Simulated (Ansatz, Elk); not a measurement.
# Bonding as seen by X-rays: LaBeAlFe2

Structure refinements treat a crystal as free atoms side by side. For a made-up structure of LaBeAlFe2 (cell and positions from a PBEsol relaxation) the runs below show what the calculated density changes in F(hkl).

Main program and level: Elk 11.2.3 (patched build); DFT, PBE, all-electron APW+lo, Dirac cores, scalar-relativistic bands, static density, ferromagnetic start.

The structure was built from a prototype and need not be the compound's stable phase.

## 1. Set-up

It takes space group I-4m2 (No. 119, tetragonal). The conventional cell has a = 3.992 Å, b = 3.992 Å, c = 9.750 Å, α = 90.00°, β = 90.00°, γ = 90.00°. La has 8 Fe at 3.02 Å and 4 Al at 3.15 Å and 4 Be at 3.15 Å nearest. Nearest to Fe lie 1 Fe at 2.14 Å and 2 Al at 2.42 Å and 2 Be at 2.42 Å and 4 La at 3.02 Å. Nearest to Al lie 4 Fe at 2.42 Å and 4 Be at 2.82 Å and 4 La at 3.15 Å. Nearest to Be lie 4 Fe at 2.42 Å and 4 Al at 2.82 Å and 4 La at 3.15 Å. Farther neighbours are not listed.

## 2. Ground state and structure factors

An all-electron density is needed, since X-rays see the cores too. Task 0 finds the density and task 195 Fourier-transforms it; tshift is off so that phases refer to the origin typed.

Contents of elk.in:

```
tasks
  0
  195
  196

xctype
  20

spinpol
  .true.

rgkmax
  7.0

gmaxvr
  14.0

lmaxo
  7

lmaxapw
  8

swidth
  0.002

tshift
  .false.

ramdisk
  .false.

hmaxvr
  5.5

maxscl
  120

epspot
  1e-06

reducebf
  0.8

sppath
  './'

avec
  -3.77149705947 3.77149705947 9.21274523352
  3.77149705947 -3.77149705947 9.21274523352
  3.77149705947 3.77149705947 -9.21274523352

atoms
  4
  'La.in'
  1
  -0.0000000000 -0.0000000000 0.0000000000   0.000000 0.000000 0.000000
  'Fe.in'
  2
  0.3901626998 0.3901626998 -0.0000000000   0.000000 0.000000 -0.035000
  0.6098373002 0.6098373002 0.0000000000   0.000000 0.000000 -0.035000
  'Al.in'
  1
  0.7500000000 0.2500000000 0.5000000000   0.000000 0.000000 0.000000
  'Be.in'
  1
  0.2500000000 0.7500000000 0.5000000000   0.000000 0.000000 0.000000

ngridk
  7 7 7
```

Started as:

```console
OMP_NUM_THREADS=4 elk
```

Numbers of over 12 decimals in the logs are rounded to 6 here.

The log of the run:

```text
┌─────────────────────────┐
│ Elk code version 11.2.3 │
└─────────────────────────┘

All units are atomic (Hartree, Bohr, etc.)

┌─────────────────────────────────────────────────┐
│ Ground-state run starting from atomic densities │
└─────────────────────────────────────────────────┘

Lattice vectors :
  -3.771497059       3.771497059       9.212745234
   3.771497059      -3.771497059       9.212745234
   3.771497059       3.771497059      -9.212745234

Reciprocal lattice vectors :
 -0.1066677069E-17  0.8329829254      0.3410050505
  0.8329829254     -0.1066677069E-17  0.3410050505
  0.8329829254      0.8329829254      0.1224983444E-17

Unit cell volume      :    524.1753571
Brillouin zone volume :   0.4732199065

Muffin-tin inner radius fraction :   0.1000000000E-01

Nuclei treated as point charges

Species : 1 (La)
 parameters loaded from : La.in
 name : lanthanum
 nuclear charge    :   -57.00000000
 electronic charge :    57.00000000
 atomic mass :    253209.2366
 muffin-tin radius :    2.800000000
 number of radial points in muffin-tin :   1393
 inner part over the whole radius :   0.9924947902E-02
 number on inner part of muffin-tin    :    996
 approximate nuclear radius :   0.9226798129E-04
 number of mesh points to nuclear radius :    505
 atomic positions (lattice), magnetic fields (Cartesian) :
  1 :   0.00000000  0.00000000  0.00000000    0.00000000  0.00000000  0.00000000

Species : 2 (Fe)
 parameters loaded from : Fe.in
 name : iron
 nuclear charge    :   -26.00000000
 electronic charge :    26.00000000
 atomic mass :    101799.2075
 muffin-tin radius :    1.998806128
 number of radial points in muffin-tin :    993
 inner part over the whole radius :   0.9968959099E-02
 number on inner part of muffin-tin    :    697
 approximate nuclear radius :   0.7160107270E-04
 number of mesh points to nuclear radius :    335
 atomic positions (lattice), magnetic fields (Cartesian) :
  1 :   0.39016270  0.39016270  0.00000000    0.00000000  0.00000000 -0.03500000
  2 :   0.60983730  0.60983730  0.00000000    0.00000000  0.00000000 -0.03500000

Species : 3 (Al)
 parameters loaded from : Al.in
 name : aluminium
 nuclear charge    :   -13.00000000
 electronic charge :    13.00000000
 atomic mass :    49184.33496
 muffin-tin radius :    2.200000000
 number of radial points in muffin-tin :    793
 inner part over the whole radius :   0.9821194981E-02
 number on inner part of muffin-tin    :    552
 approximate nuclear radius :   0.5839653600E-04
 number of mesh points to nuclear radius :    244
 atomic positions (lattice), magnetic fields (Cartesian) :
  1 :   0.75000000  0.25000000  0.50000000    0.00000000  0.00000000  0.00000000

Species : 4 (Be)
 parameters loaded from : Be.in
 name : beryllium
 nuclear charge    :   -4.000000000
 electronic charge :    4.000000000
 atomic mass :    16428.20280
 muffin-tin radius :    1.800000000
 number of radial points in muffin-tin :    593
 inner part over the whole radius :   0.9826427374E-02
 number on inner part of muffin-tin    :    403
 approximate nuclear radius :   0.4290726161E-04
 number of mesh points to nuclear radius :    156
 atomic positions (lattice), magnetic fields (Cartesian) :
  1 :   0.25000000  0.75000000  0.50000000    0.00000000  0.00000000  0.00000000

Total number of atoms per unit cell :    5
Total muffin-tin volume :    227.8842789
 ratio of muffin-tin to unit cell volume :   0.4347481732

Spin treatment :
 spin-polarised
 global magnetic field (Cartesian) :    0.000000000       0.000000000       0.000000000
 collinear magnetisation in z-direction

Number of Bravais lattice symmetries :   16
Number of crystal symmetries         :    8
Crystal has no inversion symmetry
Complex Hermitian eigensolver will be used

k-point grid :      7     7     7
k-point offset :    0.000000000       0.000000000       0.000000000
k-point set is reduced with full crystal symmetry group
Total number of k-points :       58

Muffin-tin radius times maximum |G+k| :    7.000000000
[...]
electron kinetic            :      11932.146544737
 core electron kinetic       :      11533.468612583
 Coulomb                     :     -22895.324781366
 Coulomb potential           :     -18337.923852573
 nuclear-nuclear             :     -1208.3442013218
 electron-nuclear            :     -25062.396365480
 Hartree                     :      3375.4157854366
 Madelung                    :     -13726.362855079
 xc potential                :     -439.68082744327
 xc effective B-field        :    -0.30415638800874E-01
 external B-field            :      0.000000
 exchange                    :     -331.40403775774
 correlation                 :     -6.214461
 electron entropic           :    -0.21294965441774E-02
 total energy                :     -11300.798865036
 (external B-field energy excluded from total)

Density of states at Fermi energy :    168.6425330
 (states/Hartree/unit cell)

Estimated indirect band gap :   0.3527491254E-04
 from k-point 32 to k-point 26
Estimated direct band gap   :   0.1762939084E-02
 at k-point 30

Charges :
 core                        :    72.00000000
 valence                     :    54.00000000
 interstitial                :    8.734962104
 muffin-tins (core leakage)
  species : 1 (La)
[...]
species : 2 (Fe)
[...]
species : 3 (Al)
[...]
species : 4 (Be)
[...]
total in muffin-tins        :    117.2650379
 total calculated charge     :    125.9978223
 total charge                :    126.0000000
 error                       :   0.2177650986E-02

Moments :
 interstitial                :  -0.1322735680
 muffin-tins
  species : 1 (La)
[...]
species : 2 (Fe)
[...]
species : 3 (Al)
[...]
species : 4 (Be)
[...]
total in muffin-tins        :    1.475991522
 total moment                :    1.343717954

RMS change in Kohn-Sham potential (target) :   0.5840177200E-06 (  0.1000000000E-05)
Absolute change in total energy (target)   :   0.7594673662E-05 (  0.1000000000E-03)

Convergence targets achieved

┌──────────────────┐
│ Loop number : 47 │
└──────────────────┘

Energies :
 Fermi                       :     0.333088
 sum of occupied eigenvalues :     -6845.4885586667
 electron kinetic            :      11932.146572190
 core electron kinetic       :      11533.468613376
 Coulomb                     :     -22895.324813419
 Coulomb potential           :     -18337.923826066
 nuclear-nuclear             :     -1208.3442013218
 electron-nuclear            :     -25062.396456427
 Hartree                     :      3375.4158443291
 Madelung                    :     -13726.362900386
 xc potential                :     -439.68088700776
 xc effective B-field        :    -0.30418532746468E-01
 external B-field            :      0.000000
 exchange                    :     -331.40404289470
 correlation                 :     -6.214461
 electron entropic           :    -0.21294877326586E-02
 total energy                :     -11300.798874633
 (external B-field energy excluded from total)

Density of states at Fermi energy :    168.6420943
 (states/Hartree/unit cell)

Estimated indirect band gap :   0.3522672785E-04
 from k-point 32 to k-point 26
Estimated direct band gap   :   0.1762178576E-02
 at k-point 30

Charges :
 core                        :    72.00000000
 valence                     :    54.00000000
 interstitial                :    8.734960438
 muffin-tins (core leakage)
  species : 1 (La)
[...]
species : 2 (Fe)
[...]
atom 2                    :    24.18921975     ( -0.2152307239E-06)
  species : 3 (Al)
   atom 1                    :    11.37508817     (  0.4837926590E-03)
  species : 4 (Be)
   atom 1                    :    2.737697055     (  0.1129235025E-02)
 total in muffin-tins        :    117.2650396
 total calculated charge     :    125.9978223
 total charge                :    126.0000000
 error                       :   0.2177652608E-02

Moments :
 interstitial                :  -0.1322850056
 muffin-tins
  species : 1 (La)
[...]
species : 2 (Fe)
[...]
atom 2                    :   0.8248180849
  species : 3 (Al)
   atom 1                    :  -0.3138059170E-01
  species : 4 (Be)
   atom 1                    :  -0.3341828685E-01
 total in muffin-tins        :    1.476058699
 total moment                :    1.343773693

┌──────────────────────────────┐
│ Self-consistent loop stopped │
└──────────────────────────────┘

Warning : core states of species 1 leak from the muffin-tin :   0.2230393353E-03

Warning : core states of species 3 leak from the muffin-tin :   0.4837926590E-03

Warning : core states of species 4 leak from the muffin-tin :   0.1129235025E-02

Wrote STATE.OUT
```

Wall time 12 min (4 threads of AMD EPYC 7B13 (Zen 3), shared host); peak memory 0.55 GiB; 46 min of CPU time.

SFACRHO.OUT:

```text

h k l indices transformed by vhmat matrix:
   1.000000000       0.000000000       0.000000000    
   0.000000000       1.000000000       0.000000000    
   0.000000000       0.000000000       1.000000000    

      h      k      l  multipl.   |H|            Re(F)            Im(F)           |F|

      0      0      0      1   0.0000000       126.00000     -0.43081799E-17   126.00000    
     -1     -1      1      2  0.68201010       46.690409     -0.50841243E-14   46.690409    
     -1      0      0      4  0.90008055       14.733313       7.7100489       16.628751    
      1      0      0      4  0.90008055       14.733313      -7.7100489       16.628751    
     -1      1      0      4   1.1780158       76.634393      0.85384918E-14   76.634393    
      1      2     -2      4   1.3192500       64.574978       6.9952127       64.952758    
     -1     -2      2      4   1.3192500       64.574978      -6.9952127       64.952758    
      1      1      0      8   1.3611976       63.595515     -0.43179992E-14   63.595515    
     -2     -2      2      2   1.3640202       19.078219      0.19040745E-13   19.078219    
     -1      1      1      4   1.6659659       88.530805      0.55959716E-14   88.530805    
     -2      0      2      4   1.8001611       37.679164      0.62542678E-01   37.679216    
      0     -2      2      4   1.8001611       37.679164     -0.62542678E-01   37.679216    
      2      2     -1      8   1.8022964      -1.5383581     -0.99045775E-14   1.5383581    
      1      0     -2      8   1.8935647       13.760074      -6.2680535       15.120454    
      1      0      1      8   1.8935647       13.760074       6.2680535       15.120454    
     -2     -3      3      4   1.8976226       72.560919       6.2584170       72.830315    
     -3     -2      3      4   1.8976226       72.560919      -6.2584170       72.830315    
      3      3     -3      2   2.0460303       11.741953     -0.14653064E-13   11.741953
```

Elk indexes on the primitive cell of elk.in and gives |H| = 4π sin θ/λ in inverse bohr. Below, one row stands for each form hkl of the conventional cell (m members, Friedel mates merged), F is for one primitive cell and the density is static (no thermal factor). Free-atom factors are Waasmaier and Kirfel's, and R is Σm||F|−|F'||/Σm|F|.

```tsv
hkl	m	sin θ/λ (Å⁻¹)	abs F, DFT	neutral atoms	diff.	abs of complex diff.
002	2	0.103	46.690	46.531	+0.159	0.159
101	8	0.135	16.629	16.907	-0.278	0.294
110	4	0.177	76.634	76.656	-0.022	0.022
103	8	0.198	64.953	64.979	-0.026	0.120
112	8	0.205	63.596	63.567	+0.028	0.028
004	2	0.205	19.078	19.102	-0.024	0.024
200	4	0.251	88.531	88.997	-0.466	0.466
202	8	0.271	37.679	37.555	+0.124	0.139
114	8	0.271	1.538	1.959	-0.421	0.421
211	16	0.285	15.120	14.870	+0.251	0.304
105	8	0.285	72.830	73.051	-0.221	0.224
006	2	0.308	11.742	11.459	+0.283	0.283
213	16	0.320	53.804	53.949	-0.145	0.146
204	8	0.324	17.682	17.473	+0.209	0.210
220	4	0.354	75.404	75.513	-0.108	0.108
116	8	0.355	29.035	28.945	+0.090	0.090
222	8	0.369	32.711	32.657	+0.053	0.053
301	8	0.379	14.268	14.180	+0.088	0.091
215	16	0.380	62.855	62.929	-0.075	0.076
107	8	0.380	32.222	32.324	-0.101	0.102
310	8	0.396	54.011	54.124	-0.113	0.113
206	8	0.397	11.195	11.144	+0.051	0.051
```

## 3. The magnetisation density

The same run holds the spin density, and task 196 transforms it. The order is that of the start, and no other was tried.

SFACMAG_1.OUT:

```text

h k l indices transformed by vhmat matrix:
   1.000000000       0.000000000       0.000000000    
   0.000000000       1.000000000       0.000000000    
   0.000000000       0.000000000       1.000000000    

      h      k      l  multipl.   |H|            Re(F)            Im(F)           |F|

      0      0      0      1   0.0000000       1.3437738      0.71999593E-18   1.3437738    
     -1     -1      1      2  0.68201010      0.14003756     -0.15765642E-17  0.14003756    
     -1      0      0      4  0.90008055      -1.1627426      0.10160755E-01   1.1627870    
      1      0      0      4  0.90008055      -1.1627426     -0.10160755E-01   1.1627870    
     -1      1      0      4   1.1780158       1.3694134      0.22878565E-15   1.3694134    
      1      2     -2      4   1.3192500      0.67694283      0.17864003E-01  0.67717850    
     -1     -2      2      4   1.3192500      0.67694283     -0.17864003E-01  0.67717850    
      1      1      0      8   1.3611976      0.15000137      0.75138763E-17  0.15000137    
     -2     -2      2      2   1.3640202      -1.1456941      0.45608173E-15   1.1456941    
     -1      1      1      4   1.6659659       1.0064096      0.21201170E-15   1.0064096    
     -2      0      2      4   1.8001611      0.15608928     -0.24614729E-01  0.15801819    
      0     -2      2      4   1.8001611      0.15608928      0.24614729E-01  0.15801819    
      2      2     -1      8   1.8022964     -0.86043850     -0.34539076E-15  0.86043850    
      1      0     -2      8   1.8935647     -0.64369957     -0.14746114E-01  0.64386846    
      1      0      1      8   1.8935647     -0.64369957      0.14746114E-01  0.64386846    
     -2     -3      3      4   1.8976226      0.81116406      0.41081118E-03  0.81116416
```

The total moment is 1.34 μB a cell; sphere moments: La1 -0.11, Fe2 +0.82, Fe3 +0.82, Al4 -0.03, Be5 -0.03 μB. Polarised neutrons measure spin and orbital magnetisation together; without spin-orbit coupling the run gives the spin part:

```tsv
hkl	sin θ/λ (Å⁻¹)	abs F_M (μB)
002	0.103	0.140
101	0.135	1.163
110	0.177	1.369
103	0.198	0.677
112	0.205	0.150
004	0.205	1.146
200	0.251	1.006
202	0.271	0.158
114	0.271	0.860
211	0.285	0.644
105	0.285	0.811
006	0.308	0.454
213	0.320	0.318
204	0.324	0.642
```

[end of part 1 of 2]

[Logs are printed without paths, hosts, clocks, repeated set-up lines and the standing remarks that a program may print on its own settings, such as how far it seeks lower states.]

[Hosts, paths, dates, database ids (printed as entryN), source tags and the programs' standing remarks are cut or masked in the printed files.]
